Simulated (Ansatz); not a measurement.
# (CdS)1(MgS)2 [001] superlattice, started as zinc blende: the cell at rest

Aim: bring (CdS)1(MgS)2 [001] superlattice, started as zinc blende to small forces and stress, as phonons need.

Method: DFT PBEsol, scalar-relativistic, plane waves, PAW, in Ansatz 0.2.0.

The structure was built from a prototype and need not be the compound's stable phase.

## Step 1: The structure

The structure is tetragonal, space group I-4m2 (No. 119). The conventional cell has a = 4.021 Å, b = 4.021 Å, c = 17.060 Å, α = 90.00°, β = 90.00°, γ = 90.00°. Nearest to Cd lie 4 S at 2.46 Å. Nearest to Mg lie 4 S at 2.46 Å. S has 2 Mg at 2.46 Å and 2 Cd at 2.46 Å nearest. Nearest to S lie 4 Mg at 2.46 Å. Farther neighbours and most contacts between anions are not listed.

## Step 2: A coarse first look

A quick single point on a coarse mesh tells whether the cell has a gap and how far it is from rest, which sets the k mesh and smearing that follow.

Input file input.yaml:

```yaml
crystal:
  lattice:
    - [2.84333, 2.84333, 0.0]
    - [-2.84333, 2.84333, 0.0]
    - [2.84333, 0.0, 8.53]
  atoms:
    - { symbol: Cd, position: [0.0, 0.0, 0.0] }
    - { symbol: Mg, position: [0.333333, 0.666667, 0.333333] }
    - { symbol: Mg, position: [0.666667, 0.333333, 0.666667] }
    - { symbol: S, position: [0.416667, 0.083333, 0.166667] }
    - { symbol: S, position: [0.75, 0.75, 0.5] }
    - { symbol: S, position: [0.083333, 0.416667, 0.833333] }
kpoints:
  mp_grid: { grid: [6, 6, 6] }
hamiltonian:
  xc: pbesol
scf:
  occupations: { method: gaussian, width: 0.1 }
output:
  forces: true
  stress: true
  eigenvalues: true
```

On the command line:

```
$ ansatz run input.yaml --threads 4 --pin off --max-ram 14336MiB --backend cpu --events-out ev --progress --plain --runs-dir out
```

Numbers of over 12 decimals in the logs are rounded to 6 here.

Log:

```text
[...]
k-point 0: bands = [... 25 lower, 3.5990, 4.6378, 4.7150, 4.7150, 7.1075, 8.7695, 8.9144, 9.9905, ... 1 higher]
  k-point 1: bands = [... 25 lower, 3.6878, 4.4456, 4.6787, 4.6787, 7.3468, 8.5112, 9.1341, 9.8632, ... 1 higher]
  k-point 2: bands = [... 25 lower, 3.8356, 4.0415, 4.5942, 4.5942, 7.8844, 8.2923, 9.0927, 9.7513, ... 1 higher]
  k-point 29: bands = [... 25 lower, 2.9631, 3.0037, 3.1485, 3.1834, 8.2697, 8.7949, 9.5769, 9.9016, ... 1 higher]
[key lines of the parts left out:]
SCF converged after 7 iterations
Free energy (F): -14669.689378 eV
Fermi energy:    5.912733 eV
P = ⅓ Tr σ = 1.0008 GPa (10.008 kbar)
```

Elapsed: 4.9 s, on 4 threads of Arm Neoverse V1, shared host; peak memory 0.43 GiB; 16 s of CPU time.

Numbers from this step:

| Item | Value |
| --- | --- |
| pressure | 1.001 GPa |
| gap on the k-mesh | 2.392 eV |
| volume per atom | 22.99 Å³ |
| direct gap on mesh | 2.392 eV |

The coarse mesh shows a gap of 2.39 eV and a pressure of 1.0 GPa.

## Step 3: Coarse relaxation

The start is far from rest, so a relaxation with loose tolerances brings it close first.

Edit input.yaml of step 2 so:

```diff
@@ -22 +22,6 @@
   eigenvalues: true
+relax:
+  adjacent_minimum: "off"
+  f_tol: 0.05
+  max_steps: 80
+  cell: { stress_tol: 0.5 }
```

Log:

```text
[...]
Crystal: 6 atoms, lattice volume = 137.922 Å³
Basis set: ecut = 420 eV, 2705 PW (Γ), exchange–correlation on 54×54×128 points (8 copies of the dense FFT grid, shifted against one another)
Bands: 35, of which v1, the nominal top of the filled ones, is band 29 counted from 1 (28 counted from 0)
Symmetry: 8 space group operations
[...]
cell:  # Å, volume = 139.7476 Å³
    - [2.858173, 2.858173, 0]
    - [-2.858173, 2.858173, 0]
    - [2.858173, 0, 8.553370]
  atoms:
    - { symbol: Cd, position: [0, 0, 0.0] }
    - { symbol: Mg, position: [0.331247, 0.668753, 0.337506] }
    - { symbol: Mg, position: [0.668753, 0.331247, 0.662494] }
    - { symbol: S, position: [0.412213, 0.087787, 0.175574] }
    - { symbol: S, position: [0.750000, 0.75, 0.5] }
    - { symbol: S, position: [0.087787, 0.412213, 0.824426] }
[key lines of the parts left out:]
SCF converged after 4 iterations
Free energy (F): -14669.742837 eV
Fermi energy:    5.690705 eV
P = ⅓ Tr σ = -0.1088 GPa (-1.088 kbar)
```

Wall time 14 s (4 threads); peak memory 0.48 GiB; 52 s of CPU time.

The steps of the relaxation:

```
step  energy less that of the first step (eV)  largest force component (eV/Å)  pressure (GPa)  volume (Å³)
   1                                   0.0000                          0.6529            1.00       137.92
   2                                  -0.0533                          0.0366           -0.11       139.75
  3*                                  -0.0535                          0.0367           -0.11       139.75
```

Relaxation steps marked * repeat the geometry before them on a plane-wave basis chosen anew for their cell, so energy and pressure can jump there.

Forces are held to the 8 operations that the run works with; a distortion that breaks them can't arise in this run.

```
conventional cell, symmetrised  before   after  change
                         a (Å)   4.021   4.042  +0.5 %
                         b (Å)   4.021   4.042  +0.5 %
                         c (Å)  17.060  17.107  +0.3 %
              volume (Å³/atom)   22.99   23.29  +1.3 %
```

The atoms that moved most (Å, as changes of fractional coordinates times the final cell):

```
atom     dx     dy      dz  length
  S4  0.000  0.000   0.076   0.076
  S6  0.000  0.000  -0.076   0.076
 Mg2  0.000  0.000   0.036   0.036
 Mg3  0.000  0.000  -0.036   0.036
```

The relaxed structure:

```cif
data_structure
_symmetry_space_group_name_H-M 'P 1'
_symmetry_Int_Tables_number 1
_cell_length_a 4.0421
_cell_length_b 4.0421
_cell_length_c 9.0183
_cell_angle_alpha 102.950
_cell_angle_beta 77.050
_cell_angle_gamma 90.000
_cell_volume 139.75
loop_
_atom_site_label
_atom_site_type_symbol
_atom_site_fract_x
_atom_site_fract_y
_atom_site_fract_z
_atom_site_occupancy
Cd1 Cd 0.00000 0.00000 0.00000 1
Mg2 Mg 0.33125 0.66875 0.33751 1
Mg3 Mg 0.66875 0.33125 0.66249 1
S4 S 0.41221 0.08779 0.17557 1
S5 S 0.75000 0.75000 0.50000 1
S6 S 0.08779 0.41221 0.82443 1
```

This step gave:

| Quantity | Value |
| --- | --- |
| pressure | -0.1088 GPa |
| gap on the k-mesh | 2.342 eV |
| volume per atom | 23.29 Å³ |
| direct gap on mesh | 2.342 eV |

In this step the volume went from 22.99 to 23.29 Å³/atom.

## Step 4: Bringing the structure to rest

Harmonic phonons are second derivatives at a point where the forces vanish, and they are wanted at zero stress, so atoms and cell are relaxed first.

Input file input.yaml:

```yaml
crystal:
  lattice:
    - [2.8581734537, 2.8581734537, 0.0]
    - [-2.8581734537, 2.8581734537, 0.0]
    - [2.8581734537, 0.0, 8.5533701308]
  atoms:
    - { symbol: Cd, position: [0.0, 0.0, 0.0] }
    - { symbol: Mg, position: [0.3312471862, 0.6687528138, 0.3375056276] }
    - { symbol: Mg, position: [0.6687528138, 0.3312471862, 0.6624943724] }
    - { symbol: S, position: [0.4122130269, 0.0877869731, 0.1755739461] }
    - { symbol: S, position: [0.75, 0.75, 0.5] }
    - { symbol: S, position: [0.0877869731, 0.4122130269, 0.8244260539] }
kpoints:
  mp_grid: { grid: [6, 6, 6] }
hamiltonian:
  xc: pbesol
scf:
  occupations: { method: gaussian, width: 0.02 }
output:
  forces: true
  stress: true
  eigenvalues: true
relax:
  adjacent_minimum: "off"
  f_tol: 0.005
  max_steps: 80
  cell: { stress_tol: 0.05 }
```

Log:

```text
[...]
Crystal: 6 atoms, lattice volume = 139.748 Å³
Basis set: ecut = 420 eV, 2753 PW (Γ), exchange–correlation on 60×60×128 points (8 copies of the dense FFT grid, shifted against one another)
Bands: 35, of which v1, the nominal top of the filled ones, is band 29 counted from 1 (28 counted from 0)
[... 1 set-up line as in the run before ...]
[...]
k-points: 30 of 216 (time reversal used)
[...]
SCF iter   1: F=—  HF=-14669.752420 eV  |F-HF|=—  |Δ(HF+E_count)|=         —  Δρ=4.13e-3  dr2=3.50e-2  ethr=1.77e-3  ⟨swp⟩=7.4  Hψ=4391  notcnv=0  defer=1
[...]
SCF iter   7: F=-14669.742837 eV  HF=-14669.742837 eV  |F-HF|=1.28e-8  |Δ(HF+E_count)|=   1.50e-7  Δρ=2.67e-6  dr2=8.65e-9  ethr=1.72e-10  ⟨swp⟩=8.8  Hψ=4399  notcnv=0
SCF 1 converged in 7 iterations: F = -14669.742837 eV  dr2 = 8.65e-9
[...]
relax step   1: F+E_penalty+E_count = -14669.74283741 eV  Δ(F+E_penalty+E_count) = +0.000e0 eV  max|allowed force component| = 3.665e-2 eV/Å  Δτ_max = 0.0000 Å  P = -0.109 GPa  Ω = 139.748 Å³  (7 SCF iters, dr2 threshold 1.00e-7 eV, accepted)
Crystal: 6 atoms, lattice volume = 139.542 Å³
[...]
SCF iter   5: F=-14669.743259 eV  HF=-14669.743259 eV  |F-HF|=5.83e-9  |Δ(HF+E_count)|=   5.97e-9  Δρ=3.04e-6  dr2=1.16e-8  ethr=1.66e-10  ⟨swp⟩=4.3  Hψ=3527  notcnv=0
SCF 2 converged in 5 iterations: F = -14669.743259 eV  dr2 = 1.16e-8
relax step   2: F+E_penalty+E_count = -14669.74325890 eV  Δ(F+E_penalty+E_count) = -4.215e-4 eV  max|allowed force component| = 9.618e-3 eV/Å  Δτ_max = 0.0027 Å  P = -0.025 GPa  Ω = 139.542 Å³  energy of the carried Pulay correction = +1.370e-5 eV  (5 SCF iters, dr2 threshold 9.65e-8 eV, accepted)
Crystal: 6 atoms, lattice volume = 139.448 Å³
[...]
SCF iter   5: F=-14669.743382 eV  HF=-14669.743382 eV  |F-HF|=2.84e-9  |Δ(HF+E_count)|=   1.53e-8  Δρ=2.40e-6  dr2=5.19e-9  ethr=2.68e-11  ⟨swp⟩=4.0  Hψ=3420  notcnv=0
SCF 3 converged in 5 iterations: F = -14669.743382 eV  dr2 = 5.19e-9
relax step   3: F+E_penalty+E_count = -14669.74338200 eV  Δ(F+E_penalty+E_count) = -1.231e-4 eV  max|allowed force component| = 4.391e-3 eV/Å  Δτ_max = 0.0019 Å  P = +0.008 GPa  Ω = 139.448 Å³  energy of the carried Pulay correction = +1.994e-5 eV  (5 SCF iters, dr2 threshold 1.56e-8 eV, accepted)
[...]
SCF iter   1: F=—  HF=-14669.743383 eV  |F-HF|=—  |Δ(HF+E_count)|=         —  Δρ=6.91e-6  dr2=9.02e-9  ethr=9.81e-8  ⟨swp⟩=3.2  Hψ=7137  notcnv=0
eigensolver tolerance schedule: the retry pair's looser diagonalisation over-reported the residual by 6310.93 of it (diagonalisation noise at 0.25 of the residual, at the tolerance the schedule requests for it); recorded, not acted on — ethr = c·dr2/N_el stays at c = 1.0e-1
[...]
SCF iter   2: F=—  HF=-14669.743359 eV  |F-HF|=—  |Δ(HF+E_count)|=   2.40e-5  Δρ=3.46e-6  dr2=1.84e-9  ethr=1.55e-11  ⟨swp⟩=3.0  Hψ=2195  notcnv=0
[...]
SCF iter   4: F=-14669.743360 eV  HF=-14669.743360 eV  |F-HF|=3.46e-11  |Δ(HF+E_count)|=   3.18e-9  Δρ=1.36e-7  dr2=2.82e-11  ethr=1.00e-12  ⟨swp⟩=4.4  Hψ=3615  notcnv=0
SCF 4 converged in 4 iterations: F = -14669.743360 eV  dr2 = 2.82e-11
relax step   4: F+E_penalty+E_count = -14669.74335958 eV  Δ(F+E_penalty+E_count) = +2.242e-5 eV  max|allowed force component| = 4.387e-3 eV/Å  Δτ_max = 0.0000 Å  P = +0.008 GPa  Ω = 139.448 Å³  stress off target by 1.44e-2 GPa  SCF on the basis re-selected at this cell (its energy is not comparable with the rows above)  (4 SCF iters)
basis re-selected at this cell: Δ(F+E_penalty+E_count) = +2.242e-5 eV, ΔP = +0.000 GPa vs the last step (what re-selecting the basis moved, of the pressure what is left beyond the Pulay correction that the steps carried, after the strain that the cell walked since its last selection, with what the two solves' SCF thresholds leave and, on support functions, any second-order correction that the steps lacked; it is no m [...]
SCF converged after 4 iterations
Free energy (F): -14669.743360 eV
[...]
Internal energy: -14669.743360 eV  (E = F + TS)
E sigma→0 (E₀):  -14669.743360 eV
Fermi energy:    5.708638 eV
[...]
--- Forces (eV/Å), atoms counted from 1 ---
  atom   1  Cd     0.00000000     0.00000000     0.00000000
  atom   2  Mg    -0.00000000     0.00000000     0.00172034
  atom   3  Mg    -0.00000000     0.00000000    -0.00172034
  atom   4  S      0.00000000    -0.00000000    -0.00438693
  atom   5  S      0.00000000     0.00000000     0.00000000
  atom   6  S      0.00000000    -0.00000000     0.00438693
  max |Σ_I F_I| component: 9.00e-18 eV/Å
--- Stress (GPa, compression-positive) ---
        0.014374       0.000000       0.000000
        0.000000       0.014374       0.000000
        0.000000       0.000000      -0.005350
  P = ⅓ Tr σ = 0.0078 GPa (0.078 kbar)
--- Band table (eV; the first three rows and the last of 30) ---
  k-point 0: bands = [... 25 lower, 3.4300, 4.4253, 4.5294, 4.5294, 6.8878, 8.6681, 8.8403, 9.8483, ... 2 higher]
  k-point 1: bands = [... 25 lower, 3.5365, 4.2333, 4.4899, 4.4899, 7.1237, 8.4255, 9.0312, 9.6992, ... 2 higher]
  k-point 2: bands = [... 25 lower, 3.7032, 3.8249, 4.3952, 4.3952, 7.6489, 8.2045, 8.9643, 9.5884, ... 2 higher]
  k-point 29: bands = [... 25 lower, 2.8577, 2.9464, 3.0644, 3.0999, 8.1682, 8.6708, 9.2166, 9.7956, ... 2 higher]
--- Relaxed structure (3 steps of the walk, 3 accepted, 1 SCFs on fresh bases) ---
[...]
cell:  # Å, volume = 139.4482 Å³
    - [2.862099, 2.862099, 0]
    - [-2.862099, 2.862099, 0]
    - [2.862099, 0, 8.511649]
  atoms:
    - { symbol: Cd, position: [0, 0, 0] }
    - { symbol: Mg, position: [0.331404, 0.668596, 0.337192] }
    - { symbol: Mg, position: [0.668596, 0.331404, 0.662808] }
    - { symbol: S, position: [0.412045, 0.087955, 0.175910] }
    - { symbol: S, position: [0.75, 0.75, 0.500000] }
    - { symbol: S, position: [0.087955, 0.412045, 0.824090] }
```

The job ended after 17 s (4 threads; peak memory 0.49 GiB; 64 s of CPU time).

The steps of the relaxation:

```
step  energy less that of the first step (eV)  largest force component (eV/Å)  pressure (GPa)  volume (Å³)
   1                                   0.0000                          0.0367           -0.11       139.75
   2                                  -0.0004                          0.0096           -0.03       139.54
   3                                  -0.0005                          0.0044            0.01       139.45
  4*                                  -0.0005                          0.0044            0.01       139.45
```

Relaxation steps marked * repeat the geometry before them on a plane-wave basis chosen anew for their cell, so energy and pressure can jump there.

The run keeps the 8 symmetry operations that it works with, so distortions that break them were not tested.

```
conventional cell, symmetrised  before   after  change
                         a (Å)   4.042   4.048  +0.1 %
                         b (Å)   4.042   4.048  +0.1 %
                         c (Å)  17.107  17.023  -0.5 %
              volume (Å³/atom)   23.29   23.24  -0.2 %
```

This step gave:

```yaml
pressure: 0.007799 GPa
gap_on_the_k_mesh: 2.358 eV
volume_per_atom: 23.24 Å³
direct_gap_on_mesh: 2.358 eV
```

In this step the volume went from 23.29 to 23.24 Å³/atom.

## Step 5: Relaxing to small forces for the phonons

Phonons need a cell at rest on their own settings, so the relaxation is repeated with tight tolerances on forces and stress, using the mesh and the filling of the phonon run that follows.

Input file input.yaml:

```yaml
crystal:
  lattice:
    - [2.8620986016, 2.8620986016, 0.0]
    - [-2.8620986016, 2.8620986016, 0.0]
    - [2.8620986016, 0.0, 8.5116490643]
  atoms:
    - { symbol: Cd, position: [0.0, 0.0, 0.0] }
    - { symbol: Mg, position: [0.3314038398, 0.6685961602, 0.3371923204] }
    - { symbol: Mg, position: [0.6685961602, 0.3314038398, 0.6628076796] }
    - { symbol: S, position: [0.4120447518, 0.0879552482, 0.1759104965] }
    - { symbol: S, position: [0.75, 0.75, 0.5] }
    - { symbol: S, position: [0.0879552482, 0.4120447518, 0.8240895035] }
kpoints:
  mp_grid: { grid: [8, 8, 8] }
hamiltonian:
  xc: pbesol
scf:
  occupations: { method: fixed }
output:
  forces: true
  stress: true
  eigenvalues: true
relax:
  adjacent_minimum: "off"
  f_tol: 0.001
  max_steps: 60
  cell: { stress_tol: 0.01 }
```

Log:

```text
[...]
Crystal: 6 atoms, lattice volume = 139.448 Å³
Basis set: ecut = 420 eV, 2753 PW (Γ), exchange–correlation on 60×60×128 points (8 copies of the dense FFT grid, shifted against one another)
Bands: 35, of which v1, the nominal top of the filled ones, is band 29 counted from 1 (28 counted from 0)
[... 1 set-up line as in the run before ...]
[...]
k-points: 59 of 512 (time reversal used)
[...]
cell:  # Å, volume = 139.4557 Å³
    - [2.862359, 2.862359, 0]
    - [-2.862359, 2.862359, 0]
    - [2.862359, 0, 8.510563]
  atoms:
    - { symbol: Cd, position: [0, 0, 0] }
    - { symbol: Mg, position: [0.331410, 0.668590, 0.337181] }
    - { symbol: Mg, position: [0.668590, 0.331410, 0.662819] }
    - { symbol: S, position: [0.412076, 0.087924, 0.175848] }
    - { symbol: S, position: [0.75, 0.750000, 0.500000] }
    - { symbol: S, position: [0.087924, 0.412076, 0.824152] }
[key lines of the parts left out:]
SCF converged after 6 iterations
Free energy (F): -14669.744374 eV
Fermi energy:    4.528580 eV
P = ⅓ Tr σ = 0.0040 GPa (0.040 kbar)
```

The job ended after 25 s (4 threads; peak memory 0.57 GiB).

Little changed from the start: no atom moved by 0.005 Å and no cell edge by 0.1 %.

Numbers from this step:

| Item | Value |
| --- | --- |
| pressure | 0.003968 GPa |
| gap on the k-mesh | 2.359 eV |
| direct gap on mesh | 2.359 eV |

The largest force component left is 0.64 meV/Å and the pressure is 0.004 GPa, within the tolerances set. The cell now holds 23.24 Å³/atom.

## Step 6: Results

| Quantity | Value |
| --- | --- |
| space group after relaxation (within 0.01 Å) | I-4m2 |
| lattice constant a | 4.048 Å |
| lattice constant b | 4.048 Å |
| lattice constant c | 17.021 Å |
| volume per atom | 23.2 Å³ |
| gap on the k-mesh | 2.36 eV |

The largest force component left is 0.64 meV/Å and the pressure is 0.004 GPa, within the tolerances set. The cell now holds 23.24 Å³/atom. The relaxation keeps the symmetry of its start, so it says nothing on stability against lower symmetry. The starting cell was built on a prototype and not taken from a measurement, so the phase need not exist.

[Logs are printed without paths, hosts, clocks, repeated set-up lines and the standing remarks that a program may print on its own settings, such as how far it seeks lower states.]

[Hosts, paths, dates, database ids (printed as entryN), source tags and the programs' standing remarks are cut or masked in the printed files.]
